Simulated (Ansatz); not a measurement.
# Ca2C (model cell, started as antifluorite): following an unstable mode, part 2 of 3

Wanted: the energy along a soft mode of Ca2C (model cell, started as antifluorite) and the structure at the end.

Ansatz 0.2.0; DFT PBEsol, scalar-relativistic, plane waves, PAW.

So far, highest frequency on the path or at a solved wavevector (cm⁻¹): step 2 (response at finite wavevector) 417. Also lowest frequency on the path (cm⁻¹): step 2 -59.7.

The structure was built from a prototype and need not be the compound's stable phase.

### Step 3. The mode frozen in, largest atomic shift 0 Å

The mode followed lies at q = (0, -0.5, -0.5) with frequency 59.7i cm⁻¹, the softest among the wavevectors solved. At small amplitude the distorted cell has space group no. 137 by a symmetry search on the positions. The undistorted cell that holds it gives the zero of energy on the same k mesh.

System of this step: Ca2C (model cell, started as antifluorite). Symmetry: Fm-3m, No. 225, cubic system. The conventional cell has a = 6.205 Å, b = 6.205 Å, c = 6.205 Å, α = 90.00°, β = 90.00°, γ = 90.00°. Nearest to C lie 8 Ca at 2.69 Å. Ca has 4 C at 2.69 Å nearest. Farther neighbours are not listed.

File input.yaml:

```yaml
crystal:
  lattice:
    - [0.0, -3.1025879259, -3.1025879259]
    - [0.0, 3.1025879259, -3.1025879259]
    - [6.2051758518, 0.0, 0.0]
  atoms:
    - { symbol: C, position: [0.5, 0.5, 0.5] }
    - { symbol: C, position: [0.0, 0.0, 0.0] }
    - { symbol: Ca, position: [0.0, 0.5, 0.75] }
    - { symbol: Ca, position: [0.5, 0.0, 0.25] }
    - { symbol: Ca, position: [0.0, 0.5, 0.25] }
    - { symbol: Ca, position: [0.5, 0.0, 0.75] }
kpoints:
  mp_grid: { grid: [8, 8, 6] }
hamiltonian:
  xc: pbesol
scf:
  occupations: { method: gaussian, width: 0.01 }
output:
  forces: true
  stress: true
  eigenvalues: true
```

The run is started by

```bash
ansatz run input.yaml --threads 4 --pin off --max-ram 7168MiB --backend cpu --events-out ev --progress --plain --runs-dir out
```

Numbers of over 12 decimals in the logs are rounded to 6 here.

Output:

```text
[...]
Crystal: 6 atoms, lattice volume = 119.463 Å³
Basis set: ecut = 420 eV, 2373 PW (Γ), exchange–correlation on 60×60×90 points (8 copies of the dense FFT grid, shifted against one another)
Bands: 30, of which v1, the nominal top of the filled ones, is band 24 counted from 1 (23 counted from 0)
Symmetry: 32 space group operations
[...]
k-points: 60 of 384
[...]
k-point 0: bands = [... 20 lower, 6.6908, 6.6908, 7.8295, 7.8295, 7.9917, 8.6942, 9.6385, 9.6385, ... 2 higher]
  k-point 1: bands = [... 20 lower, 6.7632, 6.7632, 7.7520, 7.7520, 8.2536, 9.1176, 9.6878, 9.6999, ... 2 higher]
  k-point 2: bands = [... 20 lower, 6.9648, 6.9648, 7.5383, 7.5383, 8.8449, 9.6485, 9.8274, 10.1525, ... 2 higher]
  k-point 59: bands = [... 20 lower, 6.6721, 6.6721, 7.6376, 7.6376, 8.3184, 8.3184, 10.8592, 10.8592, ... 2 higher]
[key lines of the parts left out:]
SCF converged after 8 iterations
Free energy (F): -7666.491924 eV
Fermi energy:    7.910814 eV
P = ⅓ Tr σ = 0.0006 GPa (0.006 kbar)
```

It took 2.9 s on 4 threads of Arm Neoverse V2, shared host; peak memory 0.48 GiB.

Numbers from this step:

| Item | Value |
| --- | --- |
| pressure | 5.88e-4 GPa |
| gap on the k-mesh | 0.1622 eV |
| energy from the undistorted cell | 0 meV/atom |

The run ends at a pressure of 0.00 GPa.

### Step 4. The mode frozen in, largest atomic shift 0.32 Å

The atoms are moved along the unstable eigenvector, the largest shift by 0.32 Å, with the cell fixed.

input.yaml, the sections that differ from step 3:

```yaml
crystal:
  lattice:
    - [0.0, -3.1025879259, -3.1025879259]
    - [0.0, 3.1025879259, -3.1025879259]
    - [6.2051758518, 0.0, 0.0]
  atoms:
    - { symbol: C, position: [0.5, 0.5, 0.5] }
    - { symbol: C, position: [0.0, 0.0, 0.0] }
    - { symbol: Ca, position: [0.0, 0.5, 0.8015698519] }
    - { symbol: Ca, position: [0.5, 0.0, 0.1984301481] }
    - { symbol: Ca, position: [0.0, 0.5, 0.3015698519] }
    - { symbol: Ca, position: [0.5, 0.0, 0.6984301481] }
# kpoints, hamiltonian, scf, output: as in step 3
```

Output:

```text
[...]
Crystal: 6 atoms, lattice volume = 119.463 Å³
Basis set: ecut = 420 eV, 2373 PW (Γ), exchange–correlation on 60×60×90 points (8 copies of the dense FFT grid, shifted against one another)
Bands: 30, of which v1, the nominal top of the filled ones, is band 24 counted from 1 (23 counted from 0)
Symmetry: 16 space group operations
[...]
k-points: 60 of 384
[...]
k-point 0: bands = [... 20 lower, 6.8360, 6.8360, 7.7842, 7.7842, 8.0327, 8.3770, 9.7552, 9.9005, ... 1 higher]
  k-point 1: bands = [... 20 lower, 6.8999, 6.8999, 7.7263, 7.7263, 8.2892, 8.7966, 9.8620, 9.9585, ... 1 higher]
  k-point 2: bands = [... 20 lower, 7.0748, 7.0748, 7.5618, 7.5618, 8.8604, 9.4247, 10.1249, 10.2378, ... 1 higher]
  k-point 59: bands = [... 20 lower, 6.6109, 6.6109, 7.5486, 7.5486, 8.6321, 8.6321, 11.1767, 11.1767, ... 1 higher]
[key lines of the parts left out:]
SCF converged after 7 iterations
Free energy (F): -7666.528941 eV
Fermi energy:    7.908590 eV
P = ⅓ Tr σ = 1.3377 GPa (13.377 kbar)
```

It took 2.7 s on 4 threads; peak memory 0.48 GiB; 10 s of CPU time.

This step gave:

| Quantity | Value |
| --- | --- |
| pressure | 1.338 GPa |
| gap on the k-mesh | 0.2485 eV |
| energy from the undistorted cell | -6.169 meV/atom |

The energy, extrapolated to zero smearing, is -6.17 meV/atom against the undistorted cell.

The run ends at a pressure of 1.34 GPa, with forces up to 0.045 eV/Å.

### Step 5. Energy along the mode, all amplitudes (two of the runs are shown above)

An imaginary frequency means negative curvature, so the energy should fall and then rise again as anharmonic terms take over.

Numbers from this step:

```yaml
depth_at_the_lowest_point_sampled: 6.169 meV/atom
largest_atomic_shift_at_that_point: 0.32 Å
```

The energy from the parent by largest atomic shift:

```csv
largest atomic shift (Å),energy from the parent (meV/atom)
0.000,0
0.040,-0.277
0.080,-1.07
0.140,-2.97
0.220,-5.75
0.320,-6.17
0.450,7.55
```

Displacement at unit largest shift by atom:

```csv
atom,x (Å),y (Å),z (Å),size
C1,0.00,0.00,0.00,0.00
C2,0.00,0.00,0.00,0.00
Ca3,1.00,0.00,0.00,1.00
Ca4,-1.00,0.00,0.00,1.00
Ca5,1.00,0.00,0.00,1.00
Ca6,-1.00,0.00,0.00,1.00
```

The lowest of the steps tried is at 0.32 Å, 6.17 meV/atom below the parent; the bottom of the well need not coincide with a step.

### Step 6. Relaxation from the frozen mode

Starting from the lowest point found, all atoms and the cell are let go, so that strain and other modes of the same symmetry can join in.

input.yaml: that of step 4 with these lines changed.

```diff
@@ -22 +22,6 @@
   eigenvalues: true
+relax:
+  adjacent_minimum: "off"
+  f_tol: 0.002
+  max_steps: 120
+  cell: { stress_tol: 0.03 }
```

Output:

```text
[...]
Crystal: 6 atoms, lattice volume = 119.463 Å³
Basis set: ecut = 420 eV, 2373 PW (Γ), exchange–correlation on 60×60×90 points (8 copies of the dense FFT grid, shifted against one another)
Bands: 30, of which v1, the nominal top of the filled ones, is band 24 counted from 1 (23 counted from 0)
Symmetry: 16 space group operations
[...]
k-points: 60 of 384
[...]
SCF iter   1: F=—  HF=-7666.532738 eV  |F-HF|=—  |Δ(HF+E_count)|=         —  Δρ=4.21e-3  dr2=2.22e-2  ethr=1.77e-3  ⟨swp⟩=8.3  Hψ=8812  notcnv=0
[...]
SCF iter   7: F=-7666.528941 eV  HF=-7666.528941 eV  |F-HF|=6.70e-9  |Δ(HF+E_count)|=   7.21e-8  Δρ=2.33e-6  dr2=9.68e-9  ethr=2.08e-10  ⟨swp⟩=8.2  Hψ=6831  notcnv=0
SCF 1 converged in 7 iterations: F = -7666.528941 eV  dr2 = 9.68e-9
[...]
relax step   1: F+E_penalty+E_count = -7666.52894099 eV  Δ(F+E_penalty+E_count) = +0.000e0 eV  max|allowed force component| = 4.469e-2 eV/Å  Δτ_max = 0.0000 Å  P = +1.338 GPa  Ω = 119.463 Å³  (7 SCF iters, dr2 threshold 1.00e-7 eV, accepted)
Crystal: 6 atoms, lattice volume = 124.414 Å³
Basis set: ecut = 420 eV, 2421 PW (Γ), exchange–correlation on 60×60×90 points (8 copies of the dense FFT grid, shifted against one another)
[...]
SCF iter   6: F=-7666.531037 eV  HF=-7666.531037 eV  |F-HF|=2.46e-8  |Δ(HF+E_count)|=   2.77e-7  Δρ=9.27e-6  dr2=1.02e-7  ethr=1.25e-9  ⟨swp⟩=5.1  Hψ=7107  notcnv=0
SCF 2 converged in 6 iterations: F = -7666.531037 eV  dr2 = 1.02e-7
relax step   2: F+E_penalty+E_count = -7666.53103716 eV  Δ(F+E_penalty+E_count) = -2.096e-3 eV  max|allowed force component| = 1.336e-1 eV/Å  Δτ_max = 0.0020 Å  P = -0.913 GPa  Ω = 124.414 Å³  energy of the carried Pulay correction = -2.576e-3 eV  (6 SCF iters, dr2 threshold 6.00e-7 eV, accepted)
Crystal: 6 atoms, lattice volume = 122.612 Å³
Basis set: ecut = 420 eV, 2405 PW (Γ), exchange–correlation on 60×60×90 points (8 copies of the dense FFT grid, shifted against one another)
[...]
SCF iter   6: F=-7666.559513 eV  HF=-7666.559513 eV  |F-HF|=6.75e-8  |Δ(HF+E_count)|=   4.36e-7  Δρ=1.10e-5  dr2=1.53e-7  ethr=1.25e-9  ⟨swp⟩=4.3  Hψ=5534  notcnv=0
SCF 3 converged in 6 iterations: F = -7666.559513 eV  dr2 = 1.53e-7
relax step   3: F+E_penalty+E_count = -7666.55951327 eV  Δ(F+E_penalty+E_count) = -2.848e-2 eV  max|allowed force component| = 4.066e-2 eV/Å  Δτ_max = 0.0100 Å  P = -0.049 GPa  Ω = 122.612 Å³  energy of the carried Pulay correction = -1.651e-3 eV  (6 SCF iters, dr2 threshold 6.00e-7 eV, accepted)
[...]
relax step   4: F+E_penalty+E_count = -7666.56250819 eV  Δ(F+E_penalty+E_count) = -2.995e-3 eV  max|allowed force component| = 1.972e-2 eV/Å  Δτ_max = 0.0249 Å  P = +0.096 GPa  Ω = 122.828 Å³  energy of the carried Pulay correction = -1.762e-3 eV  (6 SCF iters, dr2 threshold 1.03e-7 eV, accepted)
[...]
relax step   5: F+E_penalty+E_count = -7666.56334624 eV  Δ(F+E_penalty+E_count) = -8.381e-4 eV  max|allowed force component| = 6.630e-4 eV/Å  Δτ_max = 0.0224 Å  P = +0.034 GPa  Ω = 123.470 Å³  energy of the carried Pulay correction = -2.093e-3 eV  (6 SCF iters, dr2 threshold 3.44e-8 eV, accepted)
[...]
relax step   6: F+E_penalty+E_count = -7666.56331396 eV  Δ(F+E_penalty+E_count) = +3.229e-5 eV  max|allowed force component| = 5.732e-5 eV/Å  Δτ_max = 0.0019 Å  P = +0.003 GPa  Ω = 123.588 Å³  energy of the carried Pulay correction = -2.154e-3 eV  (5 SCF iters, dr2 threshold 1.58e-8 eV, accepted)
[...]
relax step   7: F+E_penalty+E_count = -7666.56615313 eV  Δ(F+E_penalty+E_count) = -2.839e-3 eV  max|allowed force component| = 2.266e-5 eV/Å  Δτ_max = 0.0000 Å  P = +0.034 GPa  Ω = 123.588 Å³  stress off target by 6.56e-2 GPa  SCF on the basis re-selected at this cell (its energy is not comparable with the rows above)  (6 SCF iters)
[...]
relax step   8: F+E_penalty+E_count = -7666.56611146 eV  Δ(F+E_penalty+E_count) = +4.167e-5 eV  max|allowed force component| = 1.056e-5 eV/Å  Δτ_max = 0.0023 Å  P = +0.000 GPa  Ω = 123.723 Å³  energy of the carried Pulay correction = -6.681e-5 eV  (5 SCF iters, dr2 threshold 1.08e-8 eV, accepted)
[...]
SCF iter   5: F=-7666.566189 eV  HF=-7666.566189 eV  |F-HF|=9.09e-13  |Δ(HF+E_count)|=  2.73e-12  Δρ=6.79e-8  dr2=4.72e-12  ethr=1.00e-12  ⟨swp⟩=5.0  Hψ=7494  notcnv=0
SCF 9 converged in 5 iterations: F = -7666.566189 eV  dr2 = 4.72e-12
relax step   9: F+E_penalty+E_count = -7666.56618863 eV  Δ(F+E_penalty+E_count) = -7.717e-5 eV  max|allowed force component| = 1.313e-5 eV/Å  Δτ_max = 0.0000 Å  P = +0.000 GPa  Ω = 123.723 Å³  stress off target by 2.99e-3 GPa  SCF on the basis re-selected at this cell (its energy is not comparable with the rows above)  (5 SCF iters)
[...]
SCF converged after 5 iterations
Free energy (F): -7666.566189 eV
[...]
Internal energy: -7666.566189 eV  (E = F + TS)
E sigma→0 (E₀):  -7666.566189 eV
Fermi energy:    7.552157 eV
[...]
--- Forces (eV/Å), atoms counted from 1 ---
  atom   1  C      0.00000000     0.00000000    -0.00000000
  atom   2  C     -0.00000000     0.00000000    -0.00000000
  atom   3  Ca    -0.00001313    -0.00000000    -0.00000000
  atom   4  Ca     0.00001313     0.00000000    -0.00000000
  atom   5  Ca    -0.00001313    -0.00000000     0.00000000
  atom   6  Ca     0.00001313     0.00000000     0.00000000
  max |Σ_I F_I| component: 8.33e-17 eV/Å
--- Stress (GPa, compression-positive) ---
        0.002985       0.000000       0.000000
        0.000000      -0.000827       0.000000
        0.000000       0.000000      -0.000827
  P = ⅓ Tr σ = 0.0004 GPa (0.004 kbar)
--- Band table (eV; the first three rows and the last of 60) ---
  k-point 0: bands = [... 20 lower, 6.6452, 6.6452, 7.4651, 7.4651, 7.6388, 7.8047, 9.3064, 9.7049, ... 2 higher]
  k-point 1: bands = [... 20 lower, 6.6996, 6.6996, 7.4143, 7.4143, 7.8588, 8.2137, 9.3944, 9.7582, ... 2 higher]
  k-point 2: bands = [... 20 lower, 6.8482, 6.8482, 7.2719, 7.2719, 8.3626, 8.8423, 9.6835, 9.9114, ... 2 higher]
  k-point 59: bands = [... 20 lower, 6.2464, 6.2464, 7.1918, 7.1918, 8.3431, 8.3431, 10.8380, 10.8380, ... 2 higher]
--- Relaxed structure (7 steps of the walk, 7 accepted, 2 SCFs on fresh bases) ---
  F+E_penalty+E_count = -7666.56618863 eV   max|allowed force component| = 1.313e-5 eV/Å   (the final SCF, on the basis selected at the relaxed cell)
  cell:  # Å, volume = 123.7228 Å³
    - [0, -3.101630, -3.101630]
    - [0, 3.101630, -3.101630]
    - [6.430425, 0, 0.0]
  atoms:
    - { symbol: C, position: [0.500000, 0.500000, 0.5] }
    - { symbol: C, position: [0, 0, 0] }
    - { symbol: Ca, position: [0.0, 0.500000, 0.811174] }
    - { symbol: Ca, position: [0.500000, 0.0, 0.188826] }
    - { symbol: Ca, position: [0.0, 0.500000, 0.311174] }
    - { symbol: Ca, position: [0.500000, 0.0, 0.688826] }
```

Run time: 25 s. Hardware: 4 threads; peak memory 0.52 GiB.

The steps of the relaxation:

```csv
step,energy less that of the first step (eV),largest force component (eV/Å),pressure (GPa),volume (Å³)
1,0.0000,0.0447,1.34,119.46
2,-0.0021,0.1336,-0.91,124.41
3,-0.0306,0.0407,-0.05,122.61
4,-0.0336,0.0197,0.10,122.83
5,-0.0344,0.0007,0.03,123.47
6,-0.0344,0.0001,0.00,123.59
7*,-0.0372,0.0000,0.03,123.59
8,-0.0372,0.0000,0.00,123.72
9*,-0.0372,0.0000,0.00,123.72
```

Relaxation steps marked * repeat the geometry before them on a plane-wave basis chosen anew for their cell, so energy and pressure can jump there.

The run keeps the 16 symmetry operations that it works with, so distortions that break them were not tested.

```csv
"conventional cell, symmetrised",before,after,change
a (Å),4.388,4.386,-0.0 %
b (Å),4.388,4.386,-0.0 %
c (Å),6.205,6.430,+3.6 %
volume (Å³/atom),19.91,20.62,+3.6 %
```

The atoms that moved most (Å, as changes of fractional coordinates times the final cell):

```csv
atom,dx,dy,dz,length
Ca3,0.062,0.000,0.000,0.062
Ca6,-0.062,0.000,0.000,0.062
Ca5,0.062,0.000,0.000,0.062
Ca4,-0.062,0.000,0.000,0.062
```

This step gave:

```
pressure          : 4.44e-4 GPa
gap on the k-mesh : 0.1737 eV
volume per atom   : 20.62 Å³
```

The distorted start has space group P4_2/nmc; the relaxation ends in P4_2/nmc.

### Step 7. The new phase in its own primitive cell

The relaxed structure is symmetrised, reduced to its primitive cell and relaxed tightly, as its phonons need.

input.yaml, the sections that differ from step 6:

```yaml
crystal:
  lattice:
    - [4.3863668246, 0.0, 0.0]
    - [0.0, 4.3863668246, 0.0]
    - [0.0, 0.0, 6.4304253635]
  atoms:
    - { symbol: C, position: [0.5, 0.5, 0.5] }
    - { symbol: C, position: [0.0, 0.0, 0.0] }
    - { symbol: Ca, position: [0.0, 0.5, 0.8111743923] }
    - { symbol: Ca, position: [0.5, 0.0, 0.1888256077] }
    - { symbol: Ca, position: [0.0, 0.5, 0.3111743923] }
    - { symbol: Ca, position: [0.5, 0.0, 0.6888256077] }
relax:
  adjacent_minimum: "off"
  f_tol: 0.001
  max_steps: 60
  cell: { stress_tol: 0.01 }
# kpoints, hamiltonian, scf, output: as in step 6
```

Output:

```text
[...]
Crystal: 6 atoms, lattice volume = 123.723 Å³
Basis set: ecut = 420 eV, 2413 PW (Γ), exchange–correlation on 60×60×90 points (8 copies of the dense FFT grid, shifted against one another)
Bands: 30, of which v1, the nominal top of the filled ones, is band 24 counted from 1 (23 counted from 0)
Symmetry: 16 space group operations
[...]
k-points: 60 of 384
[...]
cell:  # Å, volume = 123.7228 Å³
    - [4.3863668246, 0.0, 0.0]
    - [0.0, 4.3863668246, 0.0]
    - [0.0, 0.0, 6.4304253635]
  atoms:
    - { symbol: C, position: [0.5, 0.5, 0.5] }
    - { symbol: C, position: [0.0, 0.0, 0.0] }
    - { symbol: Ca, position: [0.0, 0.5, 0.8111743923] }
    - { symbol: Ca, position: [0.5, 0.0, 0.1888256077] }
    - { symbol: Ca, position: [0.0, 0.5, 0.3111743923] }
    - { symbol: Ca, position: [0.5, 0.0, 0.6888256077] }
[key lines of the parts left out:]
SCF converged after 6 iterations
Free energy (F): -7666.566189 eV
Fermi energy:    7.552157 eV
P = ⅓ Tr σ = 0.0004 GPa (0.004 kbar)
```

Run time: 6.2 s. Hardware: 4 threads; peak memory 0.51 GiB.

Little changed from the start: no atom moved by 0.005 Å and no cell edge by 0.1 %.

This step gave:

```
pressure           : 4.46e-4 GPa
direct gap on mesh : 0.1737 eV
```

The largest force component left is 0.014 meV/Å and the pressure is 0.000 GPa, within the tolerances set. The cell now holds 20.62 Å³/atom.

(Part 2 of 3 ends here.)

[Logs are printed without paths, hosts, clocks, repeated set-up lines and the standing remarks that a program may print on its own settings, such as how far it seeks lower states.]

[Hosts, paths, dates, database ids (printed as entryN), source tags and the programs' standing remarks are cut or masked in the printed files.]
